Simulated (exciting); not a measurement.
The O K edge of atom 5 in Na3BrO, space group Pm-3m, with 6 Na at 2.27 Å (octahedral, site symmetry m-3m), was computed at 2 levels: exchange and screened direct term (singlet BSE) and independent particles. Common settings: exciting, all-electron LAPW+lo, LDA, 4×4×4 shifted k points, 32 conduction bands, |G+q| up to 3 bohr⁻¹, full RPA screening with nempty = 61, Lorentzian half width 0.45 eV.

Energy from the Kohn–Sham onset, core level to the lowest empty state found on the meshes used; all runs on one relative scale:

| E (eV) | run 1 | run 2 |
| --- | --- | --- |
| -4.0 | 0.02 | 0.05 |
| -3.5 | 0.03 | 0.06 |
| -3.0 | 0.03 | 0.08 |
| -2.5 | 0.03 | 0.10 |
| -2.0 | 0.04 | 0.13 |
| -1.5 | 0.05 | 0.19 |
| -1.0 | 0.06 | 0.29 |
| -0.5 | 0.07 | 0.55 |
| 0.0 | 0.10 | 1.16 |
| 0.5 | 0.17 | 2.04 |
| 1.0 | 0.27 | 2.30 |
| 1.5 | 0.44 | 2.01 |
| 2.0 | 0.65 | 1.88 |
| 2.5 | 0.79 | 2.24 |
| 3.0 | 0.74 | 2.11 |
| 3.5 | 0.87 | 1.72 |
| 4.0 | 1.17 | 1.34 |
| 4.5 | 1.57 | 0.97 |
| 5.0 | 1.80 | 0.69 |
| 5.5 | 1.74 | 0.51 |
| 6.0 | 1.32 | 0.50 |
| 6.5 | 0.75 | 0.67 |
| 7.0 | 0.58 | 1.09 |
| 7.5 | 0.62 | 1.13 |
| 8.0 | 0.94 | 0.97 |
| 8.5 | 1.12 | 0.90 |
| 9.0 | 1.03 | 0.75 |
| 9.5 | 1.12 | 0.54 |
| 10.0 | 1.09 | 0.50 |
| 10.5 | 0.78 | 0.49 |
| 11.0 | 0.64 | 0.50 |
| 11.5 | 0.50 | 0.61 |
| 12.0 | 0.45 | 0.86 |
| 12.5 | 0.46 | 1.38 |
| 13.0 | 0.56 | 1.50 |
| 13.5 | 0.88 | 1.23 |
| 14.0 | 1.25 | 1.04 |
| 14.5 | 1.42 | 0.84 |
| 15.0 | 1.43 | 0.74 |
| 15.5 | 1.24 | 0.73 |
| 16.0 | 1.07 | 0.74 |
| 16.5 | 1.08 | 0.68 |
| 17.0 | 1.10 | 0.63 |
| 17.5 | 1.03 | 0.64 |
| 18.0 | 0.94 | 0.79 |
| 18.5 | 0.90 | 0.91 |
| 19.0 | 1.04 | 0.79 |

Question: Which run is which, and why?

Run 1: independent particles; highest local maximum in the window at 5.1 eV. Run 2: exchange and screened direct term (singlet BSE); highest local maximum in the window at 0.8 eV. The attractive direct term pulls weight down: the curves pass 0.35 at 1.3 and -0.8 eV in the order of the runs. Fine structure above the first lines is partly noise of the 64-point mesh.

[Hosts, paths, dates, database ids (printed as entryN), source tags and the programs' standing remarks are cut or masked in the printed files.]
